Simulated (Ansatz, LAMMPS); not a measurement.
## Electronic structure of liquid Zn38Se23S15 at 1870 K (76 atoms)

What does DFT give for liquid Zn38Se23S15 at 1870 K (76 atoms) as built?

Main program and level: Ansatz 0.2.0; Kohn-Sham DFT, PBEsol, PAW (set soft_2), plane waves.

## 1. Set-up

The cell holds 76 atoms: 38 Zn, 23 Se and 15 S. Its edges and angles: a = 11.922 Å, b = 11.922 Å, c = 11.922 Å, α = 90.0°, β = 90.0°, γ = 90.0°. 76 atoms (38 Zn, 23 Se, 15 S) placed at random at 4.69 g/cm³, melted at 2500 K for 10 ps at fixed volume with the Stillinger-Weber II-VI potential (Zhou et al., Phys. Rev. B 88, 085309 (2013)). Snapshot at the end of a hold of 5 ps at 1870 K and fixed volume.

Limits known from the start: The network of bonds at the start is that of the classical potential that made the cell, and needn't be the one that DFT or experiment would give. Sampling is at Γ alone, for a cell whose shortest periodic width is 12 Å.

## 2. How the cell was made

A classical potential supplies the starting structure, since it reaches far longer times than DFT.

This step: classical MD, Stillinger-Weber II-VI potential (Zhou et al., Phys. Rev. B 88, 085309 (2013)) (LAMMPS 22 Jul 2025 - Update 4).

in.lmp

```
# melt-quench of Zn38Se23S15
units metal
atom_style atomic
boundary p p p
region box block 0 11.9218 0 11.9218 0 11.9218
create_box 3 box
mass 1 65.3800   # Zn
mass 2 78.9710   # Se
mass 3 32.0600   # S
create_atoms 1 random 38 259206 NULL overlap 2.03 maxtry 2000
create_atoms 2 random 23 259213 NULL overlap 2.03 maxtry 2000
create_atoms 3 random 15 259220 NULL overlap 2.03 maxtry 2000
pair_style sw
pair_coeff * * CdTeZnSeHgS0.sw Zn Se S
neigh_modify delay 0 every 1 check yes
thermo_style custom step time temp pe press density
thermo_modify norm yes
timestep 0.001
thermo 100
min_style cg
minimize 1e-4 1e-4 200 2000
reset_timestep 0
velocity all create 2500 259207 mom yes dist gaussian
fix lim all nve/limit 0.05
fix lan all langevin 2500 2500 0.1 259208 zero yes
thermo 500
run 1000 post no
unfix lim
unfix lan
thermo 1666
fix md all nvt temp 2500 2500 0.1
run 10000 post no
unfix md
thermo 1000
fix md all nvt temp 2500 1870 0.1
run 3000 post no
unfix md
compute msd all msd com yes
thermo 1250
fix md all nvt temp 1870 1870 0.1
run 5000 post no
print "== T1870: mean square displacement over the hold $(c_msd[4]:%.2f) A^2"
unfix md
uncompute msd
write_dump all custom T1870.dump id type xs ys zs modify sort id
```

On the command line:

```
$ lmp -in in.lmp -log none -nocite
```

Output:

```text
LAMMPS (22 Jul 2025 - Update 4)
Created orthogonal box = (0 0 0) to (11.9218 11.9218 11.9218)
Created 38 atoms
Created 23 atoms
Created 15 atoms
   Step          Time           Temp          PotEng         Press         Density
         0   0              0              0.87228655     613186.15      4.6860124
       100   0.1            0             -2.2801611      16846.774      4.6860124
       128   0.128          0             -2.2982593      16914.251      4.6860124
Loop time of 0.0450864 s on 1 MPI rank(s) for 128 steps with 76 atoms
Minimization stats:
  Stopping criterion = energy tolerance
  Energy initial, next-to-last, final =
[... 17 lines left out ...]
Loop time of 2.1672 s on 1 MPI rank(s) for 10000 steps with 76 atoms
   Step          Time           Temp          PotEng         Press         Density
[... 4 lines left out ...]
Loop time of 0.642845 s on 1 MPI rank(s) for 3000 steps with 76 atoms
   Step          Time           Temp          PotEng         Press         Density
[... 2 lines left out ...]
     16250   16.25          1651.3582     -2.0801415      14012.855      4.6860124
     17500   17.5           1913.0331     -2.1379371      36430.764      4.6860124
     18750   18.75          1697.7539     -2.1431573      4952.52        4.6860124
     19000   19             1990.1499     -2.1223787      36742.651      4.6860124
Loop time of 1.05262 s on 1 MPI rank(s) for 5000 steps with 76 atoms
== T1870: mean square displacement over the hold 10.25 A^2
```

The job ended after 4.3 s (1 thread of Intel Xeon Platinum 8259CL at 2.50GHz (Skylake/Cascade Lake), shared host; peak memory 0.072 GiB).

## 3. Plane-wave single point

One self-consistent run at the given positions yields energy and forces.

input.yaml

```yaml
crystal:
  lattice:
    - [11.9218, 0.0, 0.0]
    - [0.0, 11.9218, 0.0]
    - [0.0, 0.0, 11.9218]
  atoms:
    - { symbol: Zn, position: [0.83872, 0.83997, 0.75037] }
    - { symbol: Zn, position: [0.3147, 0.38964, 0.1442] }
    - { symbol: Zn, position: [0.34801, 0.00256, 0.92739] }
    - { symbol: Zn, position: [0.60782, 0.75784, 0.89574] }
    - { symbol: Zn, position: [0.6453, 0.14108, 0.60653] }
    - { symbol: Zn, position: [0.61068, 0.56093, 0.15982] }
    - { symbol: Zn, position: [0.77959, 0.27414, 0.96328] }
    - { symbol: Zn, position: [0.05226, 0.64494, 0.88909] }
    - { symbol: Zn, position: [0.12436, 0.24656, 0.41763] }
    - { symbol: Zn, position: [0.86241, 0.52045, 0.67286] }
    - { symbol: Zn, position: [0.68652, 0.72186, 0.48536] }
    - { symbol: Zn, position: [0.00752, 0.0171, 0.92414] }
    - { symbol: Zn, position: [0.86025, 0.64106, 0.22116] }
    - { symbol: Zn, position: [0.50583, 0.91516, 0.60933] }
    - { symbol: Zn, position: [0.4618, 0.289, 0.43682] }
    - { symbol: Zn, position: [0.13368, 0.36935, 0.64245] }
    - { symbol: Zn, position: [0.70334, 0.37619, 0.7135] }
    - { symbol: Zn, position: [0.29734, 0.69026, 0.10326] }
    - { symbol: Zn, position: [0.07082, 0.80308, 0.09544] }
    - { symbol: Zn, position: [0.35812, 0.46443, 0.90174] }
    - { symbol: Zn, position: [0.74873, 0.38822, 0.42614] }
    - { symbol: Zn, position: [0.97614, 0.20037, 0.19307] }
    - { symbol: Zn, position: [0.65679, 0.08416, 0.89684] }
    - { symbol: Zn, position: [0.04965, 0.41813, 0.98214] }
    - { symbol: Zn, position: [0.56432, 0.37452, 0.02818] }
    - { symbol: Zn, position: [0.48372, 0.54542, 0.65484] }
    - { symbol: Zn, position: [0.17856, 0.12094, 0.7883] }
    - { symbol: Zn, position: [0.93482, 0.15823, 0.65435] }
    - { symbol: Zn, position: [0.73191, 0.84849, 0.16502] }
    - { symbol: Zn, position: [0.13591, 0.49492, 0.28654] }
    - { symbol: Zn, position: [0.41811, 0.28064, 0.71562] }
    - { symbol: Zn, position: [0.2685, 0.65487, 0.77827] }
    - { symbol: Zn, position: [0.88761, 0.0013, 0.42643] }
    - { symbol: Zn, position: [0.03608, 0.72491, 0.53463] }
    - { symbol: Zn, position: [0.3097, 0.6315, 0.40746] }
    - { symbol: Zn, position: [0.19508, 0.93963, 0.57307] }
    - { symbol: Zn, position: [0.4281, 0.02665, 0.32447] }
    - { symbol: Zn, position: [0.68884, 0.27434, 0.21497] }
    - { symbol: Se, position: [0.85989, 0.19589, 0.36396] }
    - { symbol: Se, position: [0.41907, 0.55879, 0.24426] }
    - { symbol: Se, position: [0.4718, 0.24008, 0.22456] }
    - { symbol: Se, position: [0.92967, 0.91996, 0.22304] }
    - { symbol: Se, position: [0.45611, 0.18076, 0.94012] }
    - { symbol: Se, position: [0.02611, 0.66365, 0.35136] }
    - { symbol: Se, position: [0.24818, 0.42191, 0.43814] }
    - { symbol: Se, position: [0.13808, 0.11012, 0.26623] }
    - { symbol: Se, position: [0.56419, 0.89225, 0.32336] }
    - { symbol: Se, position: [0.57585, 0.41047, 0.53844] }
    - { symbol: Se, position: [0.44361, 0.83682, 0.00811] }
    - { symbol: Se, position: [0.2571, 0.15399, 0.59339] }
    - { symbol: Se, position: [0.0874, 0.61203, 0.69228] }
    - { symbol: Se, position: [0.21014, 0.28086, 0.00118] }
    - { symbol: Se, position: [0.65149, 0.05845, 0.12355] }
    - { symbol: Se, position: [0.32425, 0.86246, 0.71453] }
    - { symbol: Se, position: [0.70423, 0.59905, 0.34499] }
    - { symbol: Se, position: [0.99148, 0.94976, 0.62656] }
    - { symbol: Se, position: [0.97928, 0.3933, 0.18172] }
    - { symbol: Se, position: [0.93395, 0.3732, 0.56538] }
    - { symbol: Se, position: [0.48356, 0.70686, 0.53202] }
    - { symbol: Se, position: [0.56968, 0.53814, 0.84559] }
    - { symbol: Se, position: [0.1819, 0.0091, 0.02998] }
    - { symbol: S, position: [0.70745, 0.93505, 0.47358] }
    - { symbol: S, position: [0.45432, 0.10551, 0.5216] }
    - { symbol: S, position: [0.19893, 0.56411, 0.98323] }
    - { symbol: S, position: [0.20751, 0.75706, 0.27317] }
    - { symbol: S, position: [0.24972, 0.95084, 0.38114] }
    - { symbol: S, position: [0.87321, 0.51584, 0.88215] }
    - { symbol: S, position: [0.85092, 0.71262, 0.59772] }
    - { symbol: S, position: [0.31205, 0.45561, 0.70718] }
    - { symbol: S, position: [0.77582, 0.20261, 0.75738] }
    - { symbol: S, position: [0.94595, 0.81551, 0.91369] }
    - { symbol: S, position: [0.03703, 0.25822, 0.79783] }
    - { symbol: S, position: [0.78741, 0.4134, 0.11359] }
    - { symbol: S, position: [0.87877, 0.10213, 0.0532] }
    - { symbol: S, position: [0.6487, 0.91518, 0.80558] }
    - { symbol: S, position: [0.74076, 0.67892, 0.04609] }
kpoints:
  mp_grid: { grid: [1, 1, 1] }
hamiltonian:
  xc: pbesol
scf:
  occupations: { method: gaussian, width: 0.05 }
output:
  forces: true
  stress: true
  populations: true
  dos:
    method: { smearing: { sigma: 0.15 } }
    de: 0.1
    projected: { site_lists: { S: [S], Se: [Se], Zn: [Zn] } }
  eigenvalues: true
  write_density: true
  write_potential: true
  volumetric_format: npy
```

On the command line:

```
$ ansatz run input.yaml --threads 8 --pin off --max-ram 15872MiB --backend cpu --events-out ev --progress --plain --runs-dir out
```

Output:

```text
Engine: ansatz 0.2.0, x86_64-unknown-linux-gnu
Pseudopotentials: kind: paw
Pseudopotential: Zn, paw, valence charge 12, recommended cutoff 420 eV (normal), Zn.paw.azcp
Pseudopotential: Se, paw, valence charge 16, recommended cutoff 420 eV (normal), Se.paw.azcp
Pseudopotential: S, paw, valence charge 6, recommended cutoff 420 eV (normal), S.paw.azcp
[... 3 lines on functional and potentials left out ...]
Crystal: 76 atoms, lattice volume = 1694.437 Å³
Basis set: ecut = 420 eV, 33059 PW (Γ), exchange–correlation on 160×160×160 points (8 copies of the dense FFT grid, shifted against one another)
Bands: 549, of which v1, the nominal top of the filled ones, is band 457 counted from 1 (456 counted from 0)
Symmetry: 1 space group operations
Space group: P1 (ITA 1), of the structure as read, at distance tolerance 1.2e-4 Å
k-points: 1
[... 10 lines on functional and potentials left out ...]
Initial density: superposition of atomic densities (neutral atoms: chi_scale 0, normalization atom), corrected by the library's trained network
Initial wavefunctions: pseudopotential atomic-orbital guess
Functional: x = pbesol(κ = 0.804, μ = 0.123457), c = pbesol(β = 0.046)
SCF iter   1: F=—  HF=-262713.052090 eV  |F-HF|=—  |Δ(HF+E_count)|=         —  Δρ=6.14e-3  dr2=1.56e0  ethr=1.77e-3  ⟨swp⟩=6.0  Hψ=2192  notcnv=0  defer=16
preconditioner: auto → LDOS  [insulator: Δε(μ)=0.133 eV  Ē_g=9.796 eV  σ=0.050 eV  W_gap=0.94  n_scr=436 (ndim 8)  ℏωp=23.6 eV  f_vac=0.059  D(μ)=7.78/eV (n_scr^D=18)  ε∞_Penn≈6.8  β→1.0]
SCF iter   2: F=—  HF=-262713.027380 eV  |F-HF|=—  |Δ(HF+E_count)|=   2.47e-2  Δρ=5.99e-3  dr2=1.33e0  ethr=1.70e-4  ⟨swp⟩=2.0  Hψ=977  notcnv=0  defer=81
SCF iter   3: F=—  HF=-262712.814529 eV  |F-HF|=—  |Δ(HF+E_count)|=   2.13e-1  Δρ=2.00e-3  dr2=1.29e-1  ethr=1.45e-4  ⟨swp⟩=2.0  Hψ=783  notcnv=0  defer=81
SCF iter   4: F=—  HF=-262712.796638 eV  |F-HF|=—  |Δ(HF+E_count)|=   1.79e-2  Δρ=7.99e-4  dr2=3.19e-2  ethr=1.42e-5  ⟨swp⟩=2.0  Hψ=816  notcnv=0  defer=81
SCF iter   5: F=—  HF=-262712.794252 eV  |F-HF|=—  |Δ(HF+E_count)|=   2.39e-3  Δρ=4.52e-4  dr2=6.47e-3  ethr=3.49e-6  ⟨swp⟩=2.0  Hψ=765  notcnv=0  defer=81
SCF iter   6: F=—  HF=-262712.793186 eV  |F-HF|=—  |Δ(HF+E_count)|=   1.07e-3  Δρ=2.16e-4  dr2=2.00e-3  ethr=7.08e-7  ⟨swp⟩=2.0  Hψ=772  notcnv=0  defer=81
SCF iter   7: F=—  HF=-262712.792957 eV  |F-HF|=—  |Δ(HF+E_count)|=   2.29e-4  Δρ=1.39e-4  dr2=6.71e-4  ethr=2.19e-7  ⟨swp⟩=2.0  Hψ=774  notcnv=0  defer=81
SCF iter   8: F=—  HF=-262712.792812 eV  |F-HF|=—  |Δ(HF+E_count)|=   1.46e-4  Δρ=6.93e-5  dr2=1.51e-4  ethr=7.34e-8  ⟨swp⟩=2.0  Hψ=774  notcnv=0  defer=81
SCF iter   9: F=—  HF=-262712.792779 eV  |F-HF|=—  |Δ(HF+E_count)|=   3.25e-5  Δρ=3.04e-5  dr2=3.23e-5  ethr=1.66e-8  ⟨swp⟩=2.0  Hψ=774  notcnv=0  defer=81
SCF iter  10: F=—  HF=-262712.792966 eV  |F-HF|=—  |Δ(HF+E_count)|=   1.87e-4  Δρ=1.40e-5  dr2=6.88e-6  ethr=3.53e-9  ⟨swp⟩=2.0  Hψ=765  notcnv=0  defer=81
SCF iter  11: F=—  HF=-262712.792965 eV  |F-HF|=—  |Δ(HF+E_count)|=   7.31e-7  Δρ=8.48e-6  dr2=2.44e-6  ethr=7.53e-10  ⟨swp⟩=2.0  Hψ=771  notcnv=0  defer=81
SCF iter  12: F=—  HF=-262712.792965 eV  |F-HF|=—  |Δ(HF+E_count)|=   2.37e-7  Δρ=5.22e-6  dr2=9.33e-7  ethr=2.67e-10  ⟨swp⟩=2.0  Hψ=773  notcnv=0  defer=81
SCF iter  13: F=—  HF=-262712.792965 eV  |F-HF|=—  |Δ(HF+E_count)|=   1.36e-7  Δρ=2.68e-6  dr2=3.16e-7  ethr=1.02e-10  ⟨swp⟩=2.0  Hψ=773  notcnv=0  defer=81
SCF iter  14: F=—  HF=-262712.792965 eV  |F-HF|=—  |Δ(HF+E_count)|=   3.07e-8  Δρ=1.72e-6  dr2=1.12e-7  ethr=3.46e-11  ⟨swp⟩=2.0  Hψ=766  notcnv=0  defer=81
SCF iter  15: F=-262712.792965 eV  HF=-262712.792965 eV  |F-HF|=3.98e-8  |Δ(HF+E_count)|=   9.26e-9  Δρ=1.12e-6  dr2=4.13e-8  ethr=1.09e-11  ⟨swp⟩=13.0  Hψ=4003  notcnv=0
SCF 1 converged in 15 iterations: F = -262712.792965 eV  dr2 = 4.13e-8
  greatest PAW one-centre occupation: 1.000 electrons in one spin orbital (limit 2), on the Se atom at site 49 (counted from 0), in its partial waves of l = 2
SCF converged after 15 iterations
Free energy (F): -262712.792965 eV
Harris-Foulkes:  -262712.792965 eV  (|F-HF|=3.98e-8)
Internal energy: -262712.752613 eV  (E = F + TS)
E sigma→0 (E₀):  -262712.772789 eV
Entropy (-TS):   -0.040352 eV (-0.531 meV/atom)
Fermi energy:    6.962313 eV
--- Per-component energies (eV) ---
  E_band       = -9140.017506
  E_kinetic    = 9232.174109
  E_local      = -136438.022875  (includes V_loc(G=0)·N_el)
  E_nonlocal   = 10218.739190
  E_hartree    = 61755.523214
  E_xc         = -8914.470835
  E_vxc        = -5482.297900  (∫ρ·V_xc dr)
  E_paw        = -119810.117681  (= ΣΔE_a)
  E_vpaw       = -10181.615305  (= ΣTr[D̂ρ^β])
  E_aug_tail   = -0.027421  (compensation charges beyond the density's cutoff)
  E_ewald      = -78810.973400
  E_core_change = 54.423087  (= ΣΔE_core)
  E_smearing   = -0.040352  (= −TS)
  E_closure    = -0.000000  (closes the sum)
  Σ components = -262712.792965   (vs F -262712.792965, Δ=0.00e0)
--- Forces (eV/Å), atoms counted from 1 ---
  atom   1  Zn    -0.18771786    -0.10193204     0.05445011
  atom   2  Zn     0.57811311    -0.30848116    -0.00901986
  atom   3  Zn     0.55264983    -0.65288240    -0.30996241
  atom   4  Zn    -0.59421790    -0.80101361     1.09965248
  atom   5  Zn    -0.28291185    -0.33316254    -0.35996091
  atom   6  Zn     0.21683509     0.38750007    -0.37951422
  atom   7  Zn     0.61341916    -0.34337501     0.61422435
  atom   8  Zn    -1.56353264     0.42221141    -0.19580532
  atom   9  Zn     0.22848397    -0.42570879     0.02126407
  atom  10  Zn     0.03857461     0.86215958     1.26222377
  atom  11  Zn     0.14030059     1.40395857     1.07809356
  atom  12  Zn    -0.12878927    -0.43788298     0.74107212
  atom  13  Zn    -0.16105147     0.44297900    -0.10185058
  atom  14  Zn    -0.21315658    -0.39725191     0.24329543
[...]
atom  75  S      1.03683062    -0.11677958    -1.54842574
  atom  76  S     -0.81249864     0.73480049     1.34399630
  max |Σ_I F_I| component: 4.68e-5 eV/Å
--- Stress (GPa, compression-positive) ---
       -2.755546      -0.580076      -0.936024
       -0.580076      -3.948195       0.373254
       -0.936024       0.373254      -3.852077
  P = ⅓ Tr σ = -3.5186 GPa (-35.186 kbar)
--- Band table (eV) ---
  k-point 0: bands = ["-41.4517", "-41.4459", "-41.4007", "-41.3992", [... 533 levels ...], "12.2066", "12.2535", "12.2904", "12.3420", "12.4400", "12.4617", "12.4727", "12.5506", "12.5779", "12.6704", "12.7171", "12.7493"]
--- Löwdin populations: 76 sites ---
  site symbol       q [e]
     0     Zn     10.8036
     1     Zn     11.0088
     2     Zn     10.8369
[...]
75      S      6.8591
  spilling = 0.009637 (of n_electrons = 914.000000)
```

Run time: 23 s. Hardware: 8 threads of Intel Xeon Platinum 8259CL at 2.50GHz (Skylake/Cascade Lake), shared host; peak memory 2.8 GiB.

Read from the output:

```
free energy                             : -262712.7930 eV
free energy per atom                    : -3456.7473 eV/atom
SCF cycles                              : 15
pressure                                : -3.519 GPa
r.m.s. force component                  : 0.6751 eV/Å
longest force                           : 2.363 eV/Å
Fermi energy                            : 6.962 eV
levels partly filled by over 2 per cent : 2
spilling of the projection              : 0.009637
```

Length of the force by element and coordination:

| element | coordination | atoms | mean length of the force (eV/Å) | spread | least | most |
| --- | --- | --- | --- | --- | --- | --- |
| S | all | 15 | 1.34 | 0.548 | 0.436 | 2.07 |
| Se | all | 23 | 1.21 | 0.526 | 0.214 | 2.36 |
| Zn | all | 38 | 0.838 | 0.391 | 0.220 | 1.78 |

Density of states as counts of states in windows of 1 eV (from the Fermi level), total and the larger projections:

| from (eV) | to (eV) | total | Zn d | Se p | S p | Zn s | Se s |
| --- | --- | --- | --- | --- | --- | --- | --- |
| -14 | -13 | 27.1 | 0.7 | 0.3 | 0.2 | 2.4 | 15.3 |
| -13 | -12 | 30.5 | 0.9 | 0.4 | 0.3 | 1.4 | 18.2 |
| -12 | -11 | 5.8 | 0.2 | 0.1 | 0.1 | 0.2 | 2.2 |
| -11 | -9 | 0.0 | 0.0 | 0.0 | 0.0 | 0.0 | 0.0 |
| -9 | -8 | 2.8 | 2.3 | 0.2 | 0.2 | 0.1 | 0.0 |
| -8 | -7 | 317.7 | 301.8 | 6.1 | 6.0 | 2.5 | 0.6 |
| -7 | -6 | 68.0 | 59.8 | 2.8 | 2.1 | 2.4 | 0.5 |
| -6 | -5 | 37.6 | 5.4 | 10.4 | 10.4 | 9.6 | 0.8 |
| -5 | -4 | 33.2 | 2.3 | 13.3 | 10.0 | 5.6 | 0.6 |
| -4 | -3 | 41.2 | 2.1 | 19.2 | 14.6 | 2.8 | 0.5 |
| -3 | -2 | 47.4 | 2.0 | 25.7 | 14.9 | 2.2 | 0.3 |
| -2 | -1 | 37.6 | 1.1 | 21.7 | 9.9 | 2.4 | 0.3 |
| -1 | 0 | 22.3 | 0.4 | 12.1 | 5.1 | 2.7 | 0.3 |
| 0 | 1 | 24.9 | 0.2 | 7.2 | 4.7 | 8.2 | 0.3 |
| 1 | 2 | 24.0 | 0.1 | 4.7 | 2.8 | 9.3 | 0.3 |
| 2 | 3 | 31.7 | 0.1 | 4.5 | 2.8 | 9.4 | 0.3 |
| 3 | 4 | 29.4 | 0.1 | 2.1 | 1.4 | 3.9 | 0.1 |
| 4 | 5 | 40.0 | 0.1 | 1.9 | 1.1 | 3.1 | 0.1 |

Between -26 and -14 eV lie 13 more states.

The levels nearest the highest filled one (over half full), pooled over k-points and spins:

| level less the highest filled one (eV) | occupation |
| --- | --- |
| -0.612 | 2 |
| -0.481 | 2 |
| -0.389 | 2 |
| -0.239 | 2 |
| -0.0895 | 2.00 |
| 0 | 1.59 |
| 0.0591 | 0.402 |
| 0.131 | 0.004 |
| 0.230 | 0 |
| 0.263 | 0 |
| 0.323 | 0 |
| 0.432 | 0 |

Valence density in the ac plane at fractional y = 0.274, with atoms of Zn and Se and S within 0.2 Å of it. It is the smooth field of the valence electrons, not physical close to the nuclei.

Ten steps, logarithmic in the rise over the least value, from '0' (0 e/Å³) to '9' (26 e/Å³), each cell a mean:
```
0000137863100011111000012699410000
0000112321100011110000002577310000
1111000100000011100000000122100001
3332100000000000000000000111000012
3233100000000111000000001122100013
3333100000002454200000011222100012
2221100000013898310000011222100001
1111100000012575200000001111000000
0000110000001111000000000000000111
0000000000000000000000000000001111
0000000000000000000000000000001111
0000100000000011210000000000000110
0013431000000147731000000000000000
0126863100000258952000000001111100
0025652100000124421000000011222100
0011211000000011110000000011222100
0000000000000112221000111111111100
0000000000000134542111354210000011
1100000000001246753113798410000112
2100000000000124532112576310000122
1000000000000011111000121100000011
0000011111000000000000000000000000
0000124542100000000000000111000000
0000248974100000110000001354210000
```
Columns run along a (11.9 Å), rows up along c (11.9 Å). Atoms in or near the plane, at fractional coordinates: Zn at (0.78, 0.96), Zn at (0.46, 0.44), Zn at (0.42, 0.72), Zn at (0.69, 0.21), Se at (0.21, 0.00), S at (0.04, 0.80).

[end of part 1 of 2]

[Long decimals in the printed logs are rounded to 6 places.]

[Logs are printed without paths, hosts, clocks, repeated set-up lines and the standing remarks that a program may print on its own settings, such as how far it seeks lower states.]

[Hosts, paths, dates, database ids (printed as entryN), source tags and the programs' standing remarks are cut or masked in the printed files.]
